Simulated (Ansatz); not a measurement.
# Direct or indirect: KCl (Fm-3m)

```xyz
2
Lattice="0.0000 3.1465 3.1465 3.1465 0.0000 3.1465 3.1465 3.1465 0.0000" Properties=species:S:1:pos:R:3 pbc="T T T"
K     0.0000    0.0000    0.0000
Cl    3.1465    3.1465    3.1465
```

Method: Ansatz, PBE, independent particles, without spin-orbit coupling, line width 0.15 eV (Gaussian). The band structure gives a fundamental gap of 5.19 eV. The spectrum of vertical transitions near the edge:

```
E (eV)  Im ε, E ∥ xyz
  4.74           0.00
  4.86           0.00
  4.98           0.00
  5.10           0.03
  5.22           0.13
  5.34           0.26
  5.46           0.36
  5.58           0.43
  5.70           0.49
  5.82           0.54
  5.94           0.59
  6.06           0.63
  6.18           0.68
  6.30           0.72
  6.42           0.76
```

Q: Is the gap direct or indirect, and about where do vertical transitions set in?

A: Direct: the band path has its least direct gap at the fundamental one, 5.19 eV, and the curves rise from there. Lines are broadened by 0.15 eV, which spreads the edge.

[Logs are printed without paths, hosts, clocks, repeated set-up lines and the standing remarks that a program may print on its own settings, such as how far it seeks lower states.]
